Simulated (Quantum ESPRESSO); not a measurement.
**Projected density of states of magnetic EuO**

Aim: the densities of states of EuO in the lowest state of several starts.

Method: PBE with U = 6 eV on Eu f (atomic projectors); plane waves with SSSP 1.3 efficiency PBE potentials, no spin-orbit coupling, in Quantum ESPRESSO 7.5.

### Step 1. Starting point

Symmetry: Fm-3m, No. 225, cubic system. Conventional cell: a = 5.144 Å, b = 5.144 Å, c = 5.144 Å, α = 90.00°, β = 90.00°, γ = 90.00°. Nearest to Eu lie 6 O at 2.57 Å. Nearest to O lie 6 Eu at 2.57 Å. Farther neighbours and most contacts between anions are not listed.

The cell comes from the Crystallography Open Database.

### Step 2. The magnetic state

This state came out lowest in a comparison of starts that is told elsewhere.

Input file pw.in:

```
&CONTROL
  calculation = 'scf'
  prefix = 'pwscf'
  outdir = './tmp'
  pseudo_dir = './pseudo'
  disk_io = 'low'
/
&SYSTEM
  ibrav = 0
  celldm(1) = 8
  nat = 2
  ntyp = 2
  ecutwfc = 55
  ecutrho = 440
  nbnd = 26
  occupations = 'smearing'
  smearing = 'fd'
  degauss = 0.00367493
  nspin = 2
  starting_magnetization(1) = 0.4118
  starting_magnetization(2) = 0
/
&ELECTRONS
  conv_thr = 4d-09
  electron_maxstep = 150
  mixing_beta = 0.3
/
ATOMIC_SPECIES
Eu    151.9640 Eu.paw.z_17.atompaw.wentzcovitch.v1.2.upf
O      15.9990 O.pbe-n-kjpaw_psl.0.1.UPF
CELL_PARAMETERS alat
   0.0000000000000    0.6075351382789    0.6075351382789
   0.6075351382789    0.0000000000000    0.6075351382789
   0.6075351382789    0.6075351382789    0.0000000000000
ATOMIC_POSITIONS crystal
Eu      0.0000000000    0.0000000000    0.0000000000
O       0.5000000000    0.5000000000    0.5000000000
K_POINTS automatic
8 8 8 0 0 0
HUBBARD {atomic}
U Eu-4f 6.0000
```

Launch:

```console
OMP_NUM_THREADS=1 mpirun -n 2 pw.x -nk 2 -in pw.in > pw.out
```

Output:

```text
Program PWSCF v.7.5 starts

     file Eu.paw.z_17.atompaw.wentzcovitch.v1.2.upf: wavefunction(s)  6S 0P 5D 0D 4F 0F renormalized
     file O.pbe-n-kjpaw_psl.0.1.UPF: wavefunction(s)  2P renormalized
     Message from routine setup:
     using ibrav=0 with symmetry is DISCOURAGED, use correct ibrav instead

     K-points division:     npool     =       2
     Subspace diagonalization in iterative solution of the eigenvalue problem:

     bravais-lattice index     =            0
     lattice parameter (alat)  =       8.0000  a.u.
     unit-cell volume          =     229.6224 (a.u.)^3
     number of atoms/cell      =            2
     number of atomic types    =            2
     number of electrons       =        23.00
     number of Kohn-Sham states=           26
     kinetic-energy cutoff     =      55.0000  Ry
     charge density cutoff     =     440.0000  Ry
     scf convergence threshold =      4.0E-09
     mixing beta               =       0.3000
     number of iterations used =            8  plain     mixing
     Exchange-correlation= SLA  PW   PBX  PBC
                           (   1   4   3   4   0   0   0)
     Hubbard projectors: atomic
     Hubbard parameters of DFT+U (Dudarev formulation) in eV:
     U(Eu-4f) =  6.0000

     Internal variables: lda_plus_u =T, lda_plus_u_kind = 0

     Internal variables: orbital_resolved =F, hub_pot_fix =F, apply_U = F

     celldm(1)=   8.000000  celldm(2)=   0.000000  celldm(3)=   0.000000
     celldm(4)=   0.000000  celldm(5)=   0.000000  celldm(6)=   0.000000

     crystal axes: (cart. coord. in units of alat)
               a(1) = (   0.000000   0.607535   0.607535 )
               a(2) = (   0.607535   0.000000   0.607535 )
               a(3) = (   0.607535   0.607535   0.000000 )

     reciprocal axes: (cart. coord. in units 2 pi/alat)
               b(1) = ( -0.822998  0.822998  0.822998 )
               b(2) = (  0.822998 -0.822998  0.822998 )
               b(3) = (  0.822998  0.822998 -0.822998 )

     PseudoPot. # 1 for Eu read from file:
     Eu.paw.z_17.atompaw.wentzcovitch.v1.2.upf
     Pseudo is Projector augmented-wave + core cor, Zval = 17.0

     PseudoPot. # 2 for O  read from file:
     O.pbe-n-kjpaw_psl.0.1.UPF
     Pseudo is Projector augmented-wave + core cor, Zval =  6.0

     atomic species   valence    mass     pseudopotential
     Eu               17.00   151.96400     Eu( 1.00)
     O                 6.00    15.99900     O ( 1.00)

     Starting magnetic structure
     atomic species   magnetization
     Eu              0.412
     O               0.000

     48 Sym. Ops., with inversion, found

   Cartesian axes

     site n.     atom                  positions (alat units)
         1        Eu     tau(   1) = (   0.0000000   0.0000000   0.0000000  )
         2        O      tau(   2) = (   0.6075351   0.6075351   0.6075351  )

     number of k points=    29  Fermi-Dirac smearing, width (Ry)=  0.0037
                       cart. coord. in units 2pi/alat
        k(    1) = (   0.0000000   0.0000000   0.0000000), wk =   0.0019531
        k(    2) = (   0.1028747   0.1028747  -0.1028747), wk =   0.0156250
        k(    3) = (   0.2057494   0.2057494  -0.2057494), wk =   0.0156250
        k(    4) = (   0.3086241   0.3086241  -0.3086241), wk =   0.0156250
        k(    5) = (  -0.4114988  -0.4114988   0.4114988), wk =   0.0078125
        [... 24 further k-points ...]

     Dense  grid:    35749 G-vectors     FFT dimensions: (  45,  45,  45)

     Smooth grid:    12627 G-vectors     FFT dimensions: (  36,  36,  36)

     Generating pointlists ...
     new r_m :   0.2506 (alat units)  2.0049 (a.u.) for type    1
     new r_m :   0.2506 (alat units)  2.0049 (a.u.) for type    2

     Initial potential from superposition of free atoms

     starting charge      22.9953, renormalised to      23.0000

     STARTING HUBBARD OCCUPATIONS:

     =================== HUBBARD OCCUPATIONS ===================
     ------------------------ ATOM    1 ------------------------
     Tr[ns(  1)] (up, down, total) =   6.00000  0.00000  6.00000
     Atomic magnetic moment for atom   1 =   6.00000
     [... lines left out ...]
     Number of occupied Hubbard levels =    6.0000

     Atomic wfc used for Hubbard projectors are NOT orthogonalized

     Starting wfcs are   36 randomized atomic wfcs
     Checking if some PAW data can be deallocated...

     Self-consistent Calculation

     iteration #  1     ecut=    55.00 Ry     beta= 0.30
     Davidson diagonalization with overlap
     ethr =  1.00E-02,  avg # of iterations =  7.8

     =================== HUBBARD OCCUPATIONS ===================
     ------------------------ ATOM    1 ------------------------
     Tr[ns(  1)] (up, down, total) =   6.99372  0.02070  7.01441
     Atomic magnetic moment for atom   1 =   6.97302
     [... lines left out ...]
     Number of occupied Hubbard levels =    7.0144

     total energy              =    -684.23805387 Ry
     estimated scf accuracy    <       0.78109920 Ry

     total magnetization       =     7.00 Bohr mag/cell
     absolute magnetization    =     7.22 Bohr mag/cell

     iteration #  2     ecut=    55.00 Ry     beta= 0.30
     Davidson diagonalization with overlap
     ethr =  3.40E-03,  avg # of iterations =  1.4

     total energy              =    -684.37372959 Ry
     estimated scf accuracy    <       0.12479620 Ry

     total magnetization       =     7.00 Bohr mag/cell
     absolute magnetization    =     7.30 Bohr mag/cell

     [... further iterations left out ...]

     iteration # 11     ecut=    55.00 Ry     beta= 0.30
     Davidson diagonalization with overlap
     ethr =  2.29E-10,  avg # of iterations =  2.6

     total energy              =    -684.42640354 Ry
     estimated scf accuracy    <       0.00000002 Ry

     total magnetization       =     7.00 Bohr mag/cell
     absolute magnetization    =     7.21 Bohr mag/cell

     iteration # 12     ecut=    55.00 Ry     beta= 0.30
     Davidson diagonalization with overlap
     ethr =  6.59E-11,  avg # of iterations =  2.3

     Magnetic moment per site  (integrated on atomic sphere of radius R)
     atom   1 (R=0.251)  charge= 13.8711  magn=  6.7270
     atom   2 (R=0.251)  charge=  6.4905  magn= -0.0895

     End of self-consistent calculation

     =================== HUBBARD OCCUPATIONS ===================
     ------------------------ ATOM    1 ------------------------
     Tr[ns(  1)] (up, down, total) =   6.90008  0.02230  6.92238
     Atomic magnetic moment for atom   1 =   6.87779
     [... lines left out ...]
     Number of occupied Hubbard levels =    6.9224

     [... lines left out ...]
     the Fermi energy is    13.2245 ev

!    total energy              =    -684.42640355 Ry
     total all-electron energy =      -793.273296 Ry
     estimated scf accuracy    <          3.7E-10 Ry
     smearing contrib. (-TS)   =      -0.00007065 Ry
     internal energy E=F+TS    =    -684.42633289 Ry

     The total energy is F=E-TS. E is the sum of the following terms:
     one-electron contribution =     -67.06562539 Ry
     hartree contribution      =      54.02958683 Ry
     xc contribution           =     -28.98285276 Ry
     ewald contribution        =    -176.16117722 Ry
     Hubbard energy            =       0.02658833 Ry
     one-center paw contrib.   =    -466.27285269 Ry

     total magnetization       =     7.00 Bohr mag/cell
     absolute magnetization    =     7.21 Bohr mag/cell

     convergence has been achieved in  12 iterations

=------------------------------------------------------------------------------=
   JOB DONE.
=------------------------------------------------------------------------------=
```

Run time: 31 s. Hardware: 2 MPI ranks of AMD EPYC 9R45, shared host; peak memory 0.38 GiB.

Spin moment in the atom's sphere by atom:

```tsv
atom	spin moment in the atom's sphere (μB)
Eu1	6.73
O2	-0.09
```

This step gave:

```
smearing term TS       : 9.61e-4 eV
magnetization          : 7 μB
absolute magnetization : 7.207 μB
final state            : ferromagnetic
```

### Step 3. Projected density of states

Input file projwfc.in:

```
&PROJWFC
  prefix = 'pwscf'
  outdir = './tmp'
  filpdos = 'pdos'
  ngauss = 0
  degauss = 0.01
  DeltaE = 0.05
  Emin = 4.22
  Emax = 18.22
/
```

Launch:

```console
OMP_NUM_THREADS=1 mpirun -n 2 projwfc.x -nk 2 -in projwfc.in > projwfc.out
```

Output:

```text
[banner, memory and clock lines left out]
Program PROJWFC v.7.5 starts

     [... lines left out ...]
     file Eu.paw.z_17.atompaw.wentzcovitch.v1.2.upf: wavefunction(s)  6S 0P 5D 0D 4F 0F renormalized
     file O.pbe-n-kjpaw_psl.0.1.UPF: wavefunction(s)  2P renormalized

     IMPORTANT: XC functional enforced from input :
     Exchange-correlation= PBE
                           (   1   4   3   4   0   0   0)
     Any further DFT definition will be discarded
     Please, verify this is what you really want

     G-vector sticks info

     Gaussian broadening (read from input): ngauss,degauss=   0    0.010000

     Calling projwave ....

  Problem Sizes
  natomwfc =           36
  nbnd     =           26
  nkstot   =           58
  npwx     =         1604
  nkb      =           40

     Atomic states used for projection
     (read from pseudopotential files):

     state #   1: atom   1 (Eu ), wfc  1 (l=0 m= 1)
     state #   2: atom   1 (Eu ), wfc  2 (l=0 m= 1)
     state #   3: atom   1 (Eu ), wfc  3 (l=1 m= 1)
     state #   4: atom   1 (Eu ), wfc  3 (l=1 m= 2)
     state #   5: atom   1 (Eu ), wfc  3 (l=1 m= 3)
     state #   6: atom   1 (Eu ), wfc  4 (l=1 m= 1)
     state #   7: atom   1 (Eu ), wfc  4 (l=1 m= 2)
     state #   8: atom   1 (Eu ), wfc  4 (l=1 m= 3)
     state #   9: atom   1 (Eu ), wfc  5 (l=2 m= 1)
     state #  10: atom   1 (Eu ), wfc  5 (l=2 m= 2)
     state #  11: atom   1 (Eu ), wfc  5 (l=2 m= 3)
     state #  12: atom   1 (Eu ), wfc  5 (l=2 m= 4)
     state #  13: atom   1 (Eu ), wfc  5 (l=2 m= 5)
     state #  14: atom   1 (Eu ), wfc  6 (l=2 m= 1)
     state #  15: atom   1 (Eu ), wfc  6 (l=2 m= 2)
     state #  16: atom   1 (Eu ), wfc  6 (l=2 m= 3)
     state #  17: atom   1 (Eu ), wfc  6 (l=2 m= 4)
     state #  18: atom   1 (Eu ), wfc  6 (l=2 m= 5)
     state #  19: atom   1 (Eu ), wfc  7 (l=3 m= 1)
     state #  20: atom   1 (Eu ), wfc  7 (l=3 m= 2)
     state #  21: atom   1 (Eu ), wfc  7 (l=3 m= 3)
     state #  22: atom   1 (Eu ), wfc  7 (l=3 m= 4)
     state #  23: atom   1 (Eu ), wfc  7 (l=3 m= 5)
     state #  24: atom   1 (Eu ), wfc  7 (l=3 m= 6)
     state #  25: atom   1 (Eu ), wfc  7 (l=3 m= 7)
     state #  26: atom   1 (Eu ), wfc  8 (l=3 m= 1)
     state #  27: atom   1 (Eu ), wfc  8 (l=3 m= 2)
     state #  28: atom   1 (Eu ), wfc  8 (l=3 m= 3)
     state #  29: atom   1 (Eu ), wfc  8 (l=3 m= 4)
     state #  30: atom   1 (Eu ), wfc  8 (l=3 m= 5)
     state #  31: atom   1 (Eu ), wfc  8 (l=3 m= 6)
     state #  32: atom   1 (Eu ), wfc  8 (l=3 m= 7)
     state #  33: atom   2 (O  ), wfc  1 (l=0 m= 1)
     state #  34: atom   2 (O  ), wfc  2 (l=1 m= 1)
     state #  35: atom   2 (O  ), wfc  2 (l=1 m= 2)
     state #  36: atom   2 (O  ), wfc  2 (l=1 m= 3)

 [... projections of the bands left out ...]

Lowdin Charges:

     Atom #   1: total charge =  16.7516, s =  2.1275, p =  5.8440, d =  1.4988, f =  7.2813
                 spin up      =  11.9188, s =  1.0712,
                 spin up      =  11.9188, p =  2.9394, pz=  0.9798, px=  0.9798, py=  0.9798,
                 spin up      =  11.9188, d =  0.8537, dz2=  0.1886, dxz=  0.1588, dyz=  0.1588, dx2-y2=  0.1886, dxy=  0.1588,
                 spin up      =  11.9188, f =  7.0546, fz3=  1.0118, fxz2=  1.0094, fyz2=  1.0094, fzx2-zy2=  1.0080, fxyz=  0.9952, fx3-3xy2=  1.0104, f3yx2-y3=  1.0104,
                 spin down    =   4.8328, s =  1.0564,
                 spin down    =   4.8328, p =  2.9046, pz=  0.9682, px=  0.9682, py=  0.9682,
                 spin down    =   4.8328, d =  0.6452, dz2=  0.1644, dxz=  0.1054, dyz=  0.1054, dx2-y2=  0.1644, dxy=  0.1054,
                 spin down    =   4.8328, f =  0.2267, fz3=  0.0415, fxz2=  0.0315, fyz2=  0.0315, fzx2-zy2=  0.0256, fxyz=  0.0255, fx3-3xy2=  0.0355, f3yx2-y3=  0.0355,
                 polarization =   7.0860, s =  0.0148, p =  0.0348, d =  0.2085, f =  6.8279
     Atom #   2: total charge =   6.2128, s =  1.6032, p =  4.6096, d =  0.0000, f =  0.0000
                 spin up      =   3.0586, s =  0.7997,
                 spin up      =   3.0586, p =  2.2589, pz=  0.7530, px=  0.7530, py=  0.7530,
                 spin up      =   3.0586, d =  0.0000, dz2=  0.0000, dxz=  0.0000, dyz=  0.0000, dx2-y2=  0.0000, dxy=  0.0000,
                 spin up      =   3.0586, f =  0.0000, fz3=  0.0000, fxz2=  0.0000, fyz2=  0.0000, fzx2-zy2=  0.0000, fxyz=  0.0000, fx3-3xy2=  0.0000, f3yx2-y3=  0.0000,
                 spin down    =   3.1542, s =  0.8035,
                 spin down    =   3.1542, p =  2.3507, pz=  0.7836, px=  0.7836, py=  0.7836,
                 spin down    =   3.1542, d =  0.0000, dz2=  0.0000, dxz=  0.0000, dyz=  0.0000, dx2-y2=  0.0000, dxy=  0.0000,
                 spin down    =   3.1542, f =  0.0000, fz3=  0.0000, fxz2=  0.0000, fyz2=  0.0000, fzx2-zy2=  0.0000, fxyz=  0.0000, fx3-3xy2=  0.0000, f3yx2-y3=  0.0000,
                 polarization =  -0.0956, s = -0.0039, p = -0.0918, d =  0.0000, f =  0.0000
     Spilling Parameter:   0.0015
```

Elapsed: 2.7 s, on 2 MPI ranks; peak memory 0.21 GiB; 5.2 s of CPU time.

The density of states has structure finer than the step of the table below, so its rows give means over 0.5 eV, whole bins alone (the curve runs from -9.00 to 5.05 eV). Peaks (eV: height): up -3.25: 3.48, -0.90: 15.4; down -3.65: 2.14, -2.95: 2.83, 3.85: 0.917, 4.90: 1.05; Eu1 f up -0.90: 14.8; Eu1 f down -2.90: 0.039, 3.15: 0.0195, 3.80: 0.0242, 4.85: 0.0356; O2 p up -3.25: 2.42.

Gaussian broadening of 0.136 eV on the SCF mesh. Table of density of states by energy, zero at the Fermi level; means over each step; values in states/eV/cell:

```tsv
energy (eV)	up	down	Eu1 f up	Eu1 f down	O2 p up	O2 p down
-5.5	1.5e-4	0	0	0	8.2e-5	0
-5.0	0.123	0.0105	0.00187	4.5e-7	0.0717	0.00666
-4.5	0.824	0.369	0.0330	0.00136	0.507	0.243
-4.0	1.24	1.19	0.0739	0.00743	0.840	0.852
-3.5	2.68	1.91	0.265	0.0152	1.87	1.46
-3.0	1.13	2.24	0.138	0.0305	0.811	1.79
-2.5	1.7e-4	0.283	0	0.00634	1.4e-4	0.235
-2.0	0	0	0	0	0	0
-1.5	0.0797	0	0.0755	0	5.2e-5	0
-1.0	9.79	0	9.39	0	0.0521	0
-0.5	3.90	0	3.44	0	0.240	0
0.0	0.264	0	0.181	0	0.0468	0
0.5	0.0965	0.00493	0.0126	0	0.00856	0
1.0	0.176	0.0681	0.0171	4.1e-4	0.0152	0.00108
1.5	0.179	0.138	0.0108	0.00158	0.0184	0.00460
2.0	0.476	0.196	0.0230	0.00294	0.0470	0.00686
2.5	0.488	0.415	0.0136	0.00915	0.0568	0.0263
3.0	0.689	0.459	0.0120	0.0126	0.104	0.0333
3.5	0.654	0.536	0.00564	0.0148	0.0894	0.0496
4.0	0.869	0.664	0.00583	0.0155	0.0871	0.0945
4.5	0.707	0.606	0.00326	0.0175	0.0472	0.0433
```

### Step 4. Results

```
state                      : ferromagnetic
largest moment in a sphere : 6.73 μB
```

Distinct peaks of the density of states (up) stand at -3.25 and -0.90 eV; the one at -0.904 eV is strongest. These are Kohn–Sham states without spin–orbit coupling, on the mesh of the self-consistent run. The 4f shell is half filled, so the spin-only picture is fair.

[Logs and program files are shortened in this print: banners, set-up blocks, solver, clock and traceback lines can be left out without a mark of their own.]

[Logs are printed without paths, hosts, clocks, repeated set-up lines and the standing remarks that a program may print on its own settings, such as how far it seeks lower states.]

[Hosts, paths, dates, database ids (printed as entryN), source tags and the programs' standing remarks are cut or masked in the printed files.]

[Where a cell is said to come from a database of computed structures, the database is the Materials Project.]
